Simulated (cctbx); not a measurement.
## In3Ga2Pt4W with cctbx, script by script

Library: cctbx 2025.11. The data are simulated by the first script.

## 1. Simulate the data

run.py:

```python
from cctbx import adptbx, crystal, miller, sgtbx, xray
from cctbx.array_family import flex
from iotbx.shelx import hklf
from scitbx import matrix
import scitbx.random

cs = crystal.symmetry(unit_cell=(13.254, 4.382, 7.559, 90, 123.89, 90), space_group_symbol='Hall: -C 2y')  # C2/m
atoms = [  # label, site, U (iso, or U11 U22 U33 U12 U13 U23 in A^2), occupancy
    ("Pt1", (0.1089, 0, 0.4425), (0.0063, 0.0063, 0.0090, 0.0000, 0.0055, 0.0000), 1),
    ("Pt2", (0.761, 0.5, 0.2524), (0.0026, 0.0041, 0.0029, 0.0000, 0.0015, 0.0000), 1),
    ("W1", (0, 0, 0), (0.0045, 0.0047, 0.0043, 0.0000, 0.0022, 0.0000), 1),
    ("In1", (0.1491, 0, 0.832), (0.0043, 0.0074, 0.0064, 0.0000, 0.0038, 0.0000), 1),
    ("In2", (0, 0.5, 0.5), (0.0045, 0.0038, 0.0046, 0.0000, 0.0029, 0.0000), 1),
    ("Ga1", (0.3674, 0, 0.7516), (0.0027, 0.0044, 0.0030, 0.0000, 0.0007, 0.0000), 1),
]
xs = xray.structure(crystal_symmetry=cs)
for label, site, u, occ in atoms:
    u = adptbx.u_cif_as_u_star(cs.unit_cell(), u) if isinstance(u, tuple) else u
    xs.add_scatterer(xray.scatterer(label, site=site, u=u, occupancy=occ))
xs.set_inelastic_form_factors(0.71073, "sasaki")
xs.show_summary()
p1 = xs.expand_to_p1()
ms = miller.build_set(p1, anomalous_flag=True, d_min=0.8)
flex.set_random_seed(704041)
scitbx.random.set_random_seed(704041)
ms = ms.select(flex.random_double(ms.size()) < 0.7)
i = ms.structure_factors_from_scatterers(p1, algorithm="direct").f_calc().as_intensity_array().data()
i = i / flex.sqrt(1 + 0.1 * i / flex.max(i))  # extinction
i = i * 70000 / flex.max(i)
sig = flex.sqrt(i + flex.pow2(0.015 * i) + 4 ** 2)
noise = scitbx.random.variate(scitbx.random.normal_distribution())(i.size())
data = ms.array(data=i + sig * noise, sigmas=sig).set_observation_type_xray_intensity()
with open("data.hkl", "w") as f:
    data.export_as_shelx_hklf(f)
print("reflections written:", data.size(), " <I/sigma> = %.1f" % flex.mean(data.data() / data.sigmas()))
for h, a, b in list(data.sort("data"))[:12]:
    print("%4d%4d%4d %9.1f %7.1f" % (h + (a, b)))
```

```console
$ python run.py
```

```text
Number of scatterers: 6
At special positions: 6
Unit cell: (13.254, 4.382, 7.559, 90, 123.89, 90)
Space group: C 1 2/m 1 (No. 12)
reflections written: 2080  <I/sigma> = 15.1
   3   1  -3   71513.1  1082.8
  -3  -1   3   71215.7  1082.8
   3  -1  -3   68404.0  1082.8
  -5  -1   1   65883.4   995.2
   5  -1  -1   65187.9   995.2
   5   1  -1   64176.8   995.2
  -5   1   1   62571.8   995.2
  -2   0  -2   57819.0   886.8
   2   0   2   55926.8   886.8
   8   0  -4   44504.2   694.1
  -3  -3   3   42884.4   660.9
  -2  -2  -2   42727.5   672.5
```

Run time: 0.37 s on 1 thread of Arm Neoverse N1, with other jobs on the host, peak memory 0.07 GiB.

## 2. Symmetry

run.py:

```python
from cctbx import crystal, sgtbx, statistics
from cctbx.array_family import flex
from iotbx.shelx import hklf

p1 = crystal.symmetry(unit_cell=(13.254, 4.382, 7.559, 90, 123.89, 90), space_group_symbol="P 1")
raw = hklf.reader(file_name="data.hkl").as_miller_arrays(crystal_symmetry=p1, anomalous=True)[0]
print(raw.size(), "reflections to d = %.3f A" % raw.d_min())
isig = raw.data() / raw.sigmas()
print("centring   violations  <I/sigma> of those")
best = "P"
for c in "ABCIRF":
    a = raw.customized_copy(space_group_info=sgtbx.space_group_info("Hall: %s 1" % c)).sys_absent_flags().data()
    m = flex.mean(isig.select(a))
    print("%5s %10d of %5d %8.1f" % (c, (isig.select(a) > 4).count(True), a.count(True), m))
    if (isig.select(a) > 4).count(True) < 0.01 * a.count(True):
        best = c
raw = raw.select(~raw.customized_copy(space_group_info=sgtbx.space_group_info("Hall: %s 1" % best)).sys_absent_flags().data())
isig = raw.data() / raw.sigmas()
rows = []
for s in sgtbx.space_group_symbol_iterator():
    g = sgtbx.space_group(s)
    if g.conventional_centring_type_symbol() != best or not g.is_compatible_unit_cell(p1.unit_cell(), 1e-3, 0.02):
        continue
    rows.append((s, g))
print("Laue class    unique    Rint  (classes that these axes allow; Friedel mates merged)")
rint = {}
for s, g in rows:
    laue = g.build_derived_patterson_group()
    key = laue.type().hall_symbol()
    if key not in rint:
        m = raw.customized_copy(space_group_info=laue.info(), anomalous_flag=False).merge_equivalents()
        rint[key] = m.r_int()
        print("%-14s %6d %7.3f" % (laue.type().lookup_symbol(), m.array().size(), m.r_int()))
floor = min(rint.values())
good = [(s, g) for s, g in rows if rint[g.build_derived_patterson_group().type().hall_symbol()] < 2 * floor + 0.03]
top = max(g.build_derived_patterson_group().order_z() for s, g in good)
print("space group    extra absences  I>4sigma  <I/sigma>")
for s, g in good:
    laue = g.build_derived_patterson_group()
    if laue.order_z() != top:
        continue
    a = raw.customized_copy(space_group_info=g.info()).sys_absent_flags().data()
    a &= ~raw.customized_copy(space_group_info=laue.info()).sys_absent_flags().data()
    bad = (isig.select(a) > 4).count(True)
    if bad <= 0.03 * a.count(True):
        print("%-16s %8d %10d %9s  %s" % (s.universal_hermann_mauguin(), a.count(True), bad, "%.1f" % flex.mean(isig.select(a)) if a.count(True) else "-", "centric" if g.is_centric() else "acentric"))
laue = max(good, key=lambda t: t[1].build_derived_patterson_group().order_z())[1].build_derived_patterson_group()
f = raw.customized_copy(space_group_info=laue.info(), anomalous_flag=False).merge_equivalents().array().eliminate_sys_absent().f_sq_as_f()
f.set_observation_type_xray_amplitude()
bins = max(3, min(8, f.size() // 12))
f.setup_binner(n_bins=bins)
w = statistics.wilson_plot(f, {e: n / laue.order_z() for e, n in {'Pt': 8.0, 'W': 2.0, 'In': 6.0, 'Ga': 4.0}.items()}, e_statistics=True)
print("Wilson B = %.2f A^2   <|E^2-1|> = %.3f (0.968 centric, 0.736 acentric)   E^2>4: %.1f %%" % (w.wilson_b, w.mean_e_sq_minus_1, w.percent_e_sq_gt_2))
print("shell (A)         n   <I/sigma>")
m = raw.customized_copy(space_group_info=laue.info(), anomalous_flag=False).merge_equivalents().array().eliminate_sys_absent()
for b in m.setup_binner(n_bins=bins).range_used():
    sel = m.binner().selection(b)
    print("%5.2f - %4.2f %6d %8.1f" % (min(m.binner().bin_d_range(b)[0] if m.binner().bin_d_range(b)[0] > 0 else 99, 99), m.binner().bin_d_range(b)[1], sel.count(True), flex.mean((m.data() / m.sigmas()).select(sel))))
```

```console
$ python run.py
```

```text
2080 reflections to d = 0.801 A
centring   violations  <I/sigma> of those
    A        478 of  1019     15.4
    B        478 of  1061     14.9
    C          0 of  1050      0.0
    I        484 of  1058     15.2
    R        617 of  1363     15.1
    F        478 of  1565     10.1
Laue class    unique    Rint  (classes that these axes allow; Friedel mates merged)
C 1 2/m 1         413   0.013
space group    extra absences  I>4sigma  <I/sigma>
C 1 2 1                 0          0         -  acentric
C 1 m 1                 0          0         -  acentric
C 1 2/m 1               0          0         -  centric
Wilson B = -0.17 A^2   <|E^2-1|> = 1.076 (0.968 centric, 0.736 acentric)   E^2>4: 6.1 %
shell (A)         n   <I/sigma>
 6.27 - 1.60     57     38.6
 1.60 - 1.27     56     47.2
 1.27 - 1.11     47     45.3
 1.11 - 1.01     51     36.8
 1.01 - 0.94     49     45.6
 0.94 - 0.88     49     44.0
 0.88 - 0.84     51     43.6
 0.84 - 0.80     53     46.9
```

Time: 0.36 s.

## 3. Charge flipping

run.py:

```python
import itertools
from cctbx import crystal, maptbx
from cctbx.array_family import flex
from iotbx.shelx import hklf
from smtbx.ab_initio import charge_flipping as cf

cs = crystal.symmetry(unit_cell=(13.254, 4.382, 7.559, 90, 123.89, 90), space_group_symbol='Hall: -C 2y')  # C2/m
raw = hklf.reader(file_name="data.hkl").as_miller_arrays(crystal_symmetry=cs, anomalous=True)[0]
merged = raw.eliminate_sys_absent().merge_equivalents()
fo2 = merged.array().set_observation_type_xray_intensity()
f = fo2.average_bijvoet_mates().f_sq_as_f().resolution_filter(d_min=0.8)
p1 = f.expand_to_p1()
p1.setup_binner_counting_sorted(reflections_per_bin=max(40, p1.size() // 12))
work = p1.array(data=p1.data() / p1.amplitude_quasi_normalisations().data())
flex.set_random_seed(46657)
it = cf.weak_reflection_improved_iterator(delta=None, weak_reflection_fraction=0.2)
it.start(work, phases=flex.random_double(p1.size()) * 6.2832, f_000=0)
it.delta = 1 * it.rho_map.sigma()
print("cycle      R  skewness")
for n, st in enumerate(itertools.islice(it, 150)):
    if n % 12 == 0:
        print("%5d %6.3f %8.2f" % (n, st.r1_factor(), st.rho_map.skewness()))
rho = p1.phase_transfer(it.f_calc).fft_map().apply_volume_scaling()
polish = cf.low_density_elimination_iterator(constant_rho_c=rho.sigma())
polish.start(f_obs=p1, phases=it.f_calc, f_000=0)
for _ in range(8):
    next(polish)
print("origin shift          correlation  skewness")
maps = []
for fc, shift, cc in itertools.islice(cf.f_calc_symmetrisations(f, polish.f_calc, 0), 4):
    m = f.phase_transfer(fc).fft_map(symmetry_flags=maptbx.use_space_group_symmetry, resolution_factor=0.25).apply_sigma_scaling()
    maps.append((m.skewness(), cc, m))
    print("%6.3f %6.3f %6.3f %10.3f %9.2f" % (tuple(shift) + (cc, m.skewness())))
skew, cc, m = max((t for t in maps if t[1] > maps[0][1] - 0.04), key=lambda t: t[0])
print("taken: symmetry correlation %.3f, skewness %.2f" % (cc, skew))
peaks = m.peak_search(parameters=maptbx.peak_search_parameters(min_distance_sym_equiv=0.9, max_clusters=11)).all()
sps = cs.special_position_settings(min_distance_sym_equiv=0.5)
print("peak      x       y       z  mult  height/sigma")
for k, (x, h) in enumerate(zip(peaks.sites(), peaks.heights())):
    ss = sps.site_symmetry(x)
    print("Q%-3d %7.4f %7.4f %7.4f %4d %8.1f" % ((k + 1,) + tuple(t % 1 for t in ss.exact_site()) + (ss.multiplicity(), h)))
```

```console
$ python run.py
```

```text
cycle      R  skewness
    0  0.615     0.34
   12  0.505     2.42
   24  0.503     2.77
   36  0.480     2.75
   48  0.503     2.56
   60  0.514     2.71
   72  0.504     2.66
   84  0.500     2.65
   96  0.501     2.70
  108  0.517     2.59
  120  0.482     2.62
  132  0.511     2.72
  144  0.507     2.68
origin shift          correlation  skewness
 0.439  0.282  0.140      0.875      2.34
 0.279  0.280  0.319      0.872      2.21
 0.137  0.287  0.167      0.868      2.57
 0.100  0.284  0.468      0.869      1.93
taken: symmetry correlation 0.868, skewness 2.57
peak      x       y       z  mult  height/sigma
Q1    0.0732  0.0000  0.9069    4     10.4
Q2    0.1838  0.0000  0.3518    4      9.6
Q3    0.0615  0.5000  0.3797    4      8.0
Q4    0.1681  0.5000  0.8300    4      7.6
Q5    0.0000  0.2689  0.0000    4      5.3
Q6    0.2172  0.5000  0.1752    4      4.2
Q7    0.0496  0.5000  0.0894    4      3.6
Q8    0.0000  0.0000  0.5000    2      3.4
Q9    0.1287  0.2521  0.4396    8      2.9
Q10   0.2404  0.2292  0.7008    8      2.7
Q11   0.0182  0.2550  0.3748    8      2.7
```

Time: 0.49 s.

## 4. Refinement (model from the peaks)

run.py:

```python
import math
from cctbx import adptbx, crystal, maptbx, sgtbx, xray
from cctbx.array_family import flex
from cctbx.xray import observations
from iotbx.shelx import hklf
from scitbx.lstbx import normal_eqns_solving
from smtbx import absolute_structure, utils
from smtbx.refinement import constraints, least_squares

cs = crystal.symmetry(unit_cell=(13.254, 4.382, 7.559, 90, 123.89, 90), space_group_symbol='Hall: -C 2y')  # C2/m
atoms = [  # label, site, U (iso, or U11 U22 U33 U12 U13 U23 in A^2), occupancy
    ("Pt1", (0.0732, 0, 0.9069), 0.0200, 1),
    ("Pt2", (0.1838, 0, 0.3518), 0.0200, 1),
    ("Ga1", (0.0615, 0.5, 0.3797), 0.0200, 1),
    ("In1", (0.1681, 0.5, 0.83), 0.0200, 1),
    ("In2", (0, 0, 0.5), 0.0200, 1),
]
xs = xray.structure(crystal_symmetry=cs)
for label, site, u, occ in atoms:
    u = adptbx.u_cif_as_u_star(cs.unit_cell(), u) if isinstance(u, tuple) else u
    xs.add_scatterer(xray.scatterer(label, site=site, u=u, occupancy=occ))
xs.set_inelastic_form_factors(0.71073, "sasaki")
raw = hklf.reader(file_name="data.hkl").as_miller_arrays(crystal_symmetry=cs, anomalous=True)[0]
merged = raw.eliminate_sys_absent().merge_equivalents()
fo2 = merged.array().set_observation_type_xray_intensity()
print("Rint %.3f, %d unique reflections to %.2f A" % (merged.r_int(), fo2.size(), fo2.d_min()))
for sc in xs.scatterers():
    sc.flags.set_grad_site(True)
    sc.flags.set_grad_u_aniso(sc.flags.use_u_aniso())
    sc.flags.set_grad_u_iso(sc.flags.use_u_iso())
obs = fo2.as_xray_observations()
extra = {}
rep = constraints.reparametrisation(xs, [], utils.connectivity_table(xs), **extra)
ls = least_squares.crystallographic_ls(obs, rep, weighting_scheme=least_squares.mainstream_shelx_weighting(a=0, b=0))
print("cycle     R1     wR2    GooF  max shift (A)")
for cycle in range(6):
    ls.build_up()
    r1, wr2, goof = ls.r1_factor(cutoff_factor=2)[0], ls.wR2(), ls.goof()
    old = xs.sites_cart()
    normal_eqns_solving.levenberg_marquardt_iterations(ls, n_max_iterations=3, tau=0.0001, step_threshold=1e-7)
    big = flex.max((xs.sites_cart() - old).norms())
    print("%4d %7.4f %7.4f %7.3f %9.5f" % (cycle + 1, r1, wr2, goof, big))
    ls.build_up(objective_only=True)
    if abs(ls.wR2() - wr2) < 5e-5 and big < 5e-4:
        break
ls.build_up()
print("final R1 %.4f wR2 %.4f GooF %.3f  parameters %d  data/parameter %.1f" % (ls.r1_factor(cutoff_factor=2)[0], ls.wR2(), ls.goof(), ls.n_parameters, fo2.size() / ls.n_parameters))
cov = ls.covariance_matrix_and_annotations()
su = dict(zip(cov.annotations, (math.sqrt(max(v, 0)) for v in cov.matrix.matrix_packed_u_diagonal())))
a2 = cs.unit_cell().reciprocal_parameters()[0] ** -2
print("atom        x        y        z      Ueq    occ   su(xyz)  su(Uiso or U11)")
for sc in xs.scatterers():
    s = max(su.get(sc.label + k, 0) for k in (".x", ".y", ".z"))
    npd = "" if sc.is_positive_definite_u(cs.unit_cell()) else "  NPD"
    print("%-5s %8.5f %8.5f %8.5f %8.4f %6.3f %8.5f %7.4f%s" % ((sc.label,) + sc.site + (sc.u_iso_or_equiv(cs.unit_cell()), sc.occupancy, s, su.get(sc.label + ".uiso", su.get(sc.label + ".u11", 0) * a2), npd)))
fo = fo2.f_sq_as_f()
fc = fo.structure_factors_from_scatterers(xs, algorithm="direct").f_calc()
diff = fo.f_obs_minus_f_calc(1 / math.sqrt(ls.scale_factor()), fc).average_bijvoet_mates()
m = diff.fft_map(symmetry_flags=maptbx.use_space_group_symmetry, resolution_factor=0.25).apply_volume_scaling()
print("difference map: max %.2f min %.2f rms %.2f" % (m.statistics().max(), m.statistics().min(), m.statistics().sigma()))
peaks = m.peak_search(parameters=maptbx.peak_search_parameters(min_distance_sym_equiv=0.6, max_clusters=6)).all()
near = xs.closest_distances(peaks.sites(), distance_cutoff=4)
sps = cs.special_position_settings(min_distance_sym_equiv=0.5)
for k, (x, h) in enumerate(zip(peaks.sites(), peaks.heights())):
    ss = sps.site_symmetry(x)
    print("Q%-3d %7.4f %7.4f %7.4f %4d %7.2f  %.2f A from %s" % ((k + 1,) + tuple(t % 1 for t in ss.exact_site()) + (ss.multiplicity(), h, near.smallest_distances[k], xs.scatterers()[near.i_seqs[k]].label)))
```

```console
$ python run.py
```

```text
Rint 0.013, 413 unique reflections to 0.80 A
cycle     R1     wR2    GooF  max shift (A)
   1  0.5271  0.8495  45.848   0.22136
   2  0.4114  0.7057  38.088   0.02748
   3  0.4064  0.7039  37.991   0.00851
   4  0.4059  0.7043  38.010   0.00194
   5  0.4058  0.7044  38.017   0.00252
   6  0.4053  0.7043  38.010   0.00219
final R1 0.4057 wR2 0.7044 GooF 38.016  parameters 13  data/parameter 31.8
atom        x        y        z      Ueq    occ   su(xyz)  su(Uiso or U11)
Pt1    0.07966  0.00000  0.91808   0.0001  1.000  0.00132  0.0033
Pt2    0.18517  0.00000  0.35241   0.0017  1.000  0.00139  0.0034
Ga1    0.04116  0.50000  0.36843   0.0001  1.000  0.00427  0.0051
In1    0.16641  0.50000  0.83689   0.0001  1.000  0.00265  0.0041
In2    0.00000  0.00000  0.50000   0.0525  1.000  0.00000  0.0128
difference map: max 153.68 min -62.73 rms 14.02
Q1    0.0789  0.0000  0.9239    4  156.36  0.05 A from Pt1
Q2    0.1806  0.0000  0.3476    4  133.98  0.05 A from Pt2
Q3    0.1833  0.5000  0.8679    4  117.81  0.22 A from In1
Q4    0.0484  0.0000  0.5527    4  113.26  0.53 A from In2
Q5    0.0544  0.5000  0.3729    4   81.71  0.16 A from Ga1
Q6    0.2030  0.5000  0.1459    4   80.65  2.10 A from In1
```

Time: 0.69 s.

Figures of merit this high mean that the model is still wrong or incomplete.

## 5. Charge flipping

run.py, as its changes from the last script of this kind:

```diff
@@ -13,3 +13,2 @@
-p1.setup_binner_counting_sorted(reflections_per_bin=max(40, p1.size() // 12))
-work = p1.array(data=p1.data() / p1.amplitude_quasi_normalisations().data())
-flex.set_random_seed(46657)
+work = p1
+flex.set_random_seed(46658)
@@ -20,2 +19,2 @@
-for n, st in enumerate(itertools.islice(it, 150)):
-    if n % 12 == 0:
+for n, st in enumerate(itertools.islice(it, 300)):
+    if n % 25 == 0:
```

```console
$ python run.py
```

```text
cycle      R  skewness
    0  0.602     0.51
   25  0.428     3.88
   50  0.400     3.85
   75  0.378     3.67
  100  0.390     3.74
  125  0.381     3.56
  150  0.396     3.77
  175  0.390     3.74
  200  0.385     3.70
  225  0.400     3.63
  250  0.400     3.65
  275  0.380     3.69
origin shift          correlation  skewness
 0.458  0.419  0.312      0.853      1.54
 0.082  0.419  0.431      0.856      1.77
 0.037  0.419  0.225      0.851      1.90
 0.162  0.418  0.352      0.849      1.76
taken: symmetry correlation 0.851, skewness 1.90
peak      x       y       z  mult  height/sigma
Q1    0.0814  0.5000  0.7704    4      9.2
Q2    0.0434  0.0000  0.4984    4      8.1
Q3    0.1624  0.0000  0.9517    4      7.2
Q4    0.1924  0.5000  0.2309    4      6.0
Q5    0.2168  0.0000  0.7685    4      5.9
Q6    0.1650  0.5000  0.4837    4      5.1
Q7    0.1033  0.0000  0.3216    4      4.0
Q8    0.1030  0.5000  0.1051    4      4.0
Q9    0.0272  0.0000  0.1419    4      3.9
Q10   0.1868  0.2487  0.5755    8      2.8
Q11   0.1962  0.0000  0.3107    4      2.7
```

Time: 0.57 s.

## 6. Refinement (model from the peaks)

run.py, as its changes from the last script of this kind:

```diff
@@ -12,5 +12,4 @@
-    ("Pt1", (0.0732, 0, 0.9069), 0.0200, 1),
-    ("Pt2", (0.1838, 0, 0.3518), 0.0200, 1),
-    ("Ga1", (0.0615, 0.5, 0.3797), 0.0200, 1),
-    ("In1", (0.1681, 0.5, 0.83), 0.0200, 1),
-    ("In2", (0, 0, 0.5), 0.0200, 1),
+    ("In1", (0.0814, 0.5, 0.7704), 0.0200, 1),
+    ("Pt1", (0.0434, 0, 0.4984), 0.0200, 1),
+    ("Pt2", (0.1624, 0, 0.9517), 0.0200, 1),
+    ("Ga1", (0.1924, 0.5, 0.2309), 0.0200, 1),
@@ -61 +60 @@
-peaks = m.peak_search(parameters=maptbx.peak_search_parameters(min_distance_sym_equiv=0.6, max_clusters=6)).all()
+peaks = m.peak_search(parameters=maptbx.peak_search_parameters(min_distance_sym_equiv=0.6, max_clusters=7)).all()
```

```console
$ python run.py
```

```text
Rint 0.013, 413 unique reflections to 0.80 A
cycle     R1     wR2    GooF  max shift (A)
   1  0.9104  0.9931  53.531   0.36009
   2  0.8734  0.9858  53.139   0.13134
   3  0.8582  0.9823  52.951   0.27633
   4  0.8499  0.9792  52.782   0.14127
   5  0.8483  0.9790  52.772   0.05046
   6  0.9096  0.9923  53.487   0.14176
final R1 0.9189 wR2 0.9936 GooF 53.559  parameters 12  data/parameter 34.4
atom        x        y        z      Ueq    occ   su(xyz)  su(Uiso or U11)
In1    0.06218  0.50000  0.80674   0.0433  1.000  0.12928  0.1537
Pt1    0.07947  0.00000  0.54865   0.0272  1.000  0.06080  0.0785
Pt2    0.18074  0.00000  0.93956   0.0289  1.000  0.06564  0.0882
Ga1    0.15572  0.50000  0.16546   0.0844  1.000  0.21411  0.4095
difference map: max 1758.86 min -988.77 rms 157.81
Q1    0.1860  0.0000  0.9498    4 1809.80  0.07 A from Pt2
Q2    0.0548  0.5000  0.7804    4 1730.19  0.17 A from In1
Q3    0.0801  0.0000  0.5426    4 1654.42  0.05 A from Pt1
Q4    0.1613  0.5000  0.2008    4  863.95  0.23 A from Ga1
Q5    0.1993  0.5000  0.5752    4  797.47  2.65 A from Pt1
Q6    0.0712  0.0000  0.2952    4  765.79  1.86 A from Pt1
Q7    0.0427  0.0000  0.1523    4  752.09  2.62 A from Ga1
```

It took 0.69 s on 1 thread of Arm Neoverse N1 (shared host), peak memory 0.09 GiB.

Figures of merit this high mean that the model is still wrong or incomplete.

[Logs are printed without paths, hosts, clocks, repeated set-up lines and the standing remarks that a program may print on its own settings, such as how far it seeks lower states.]
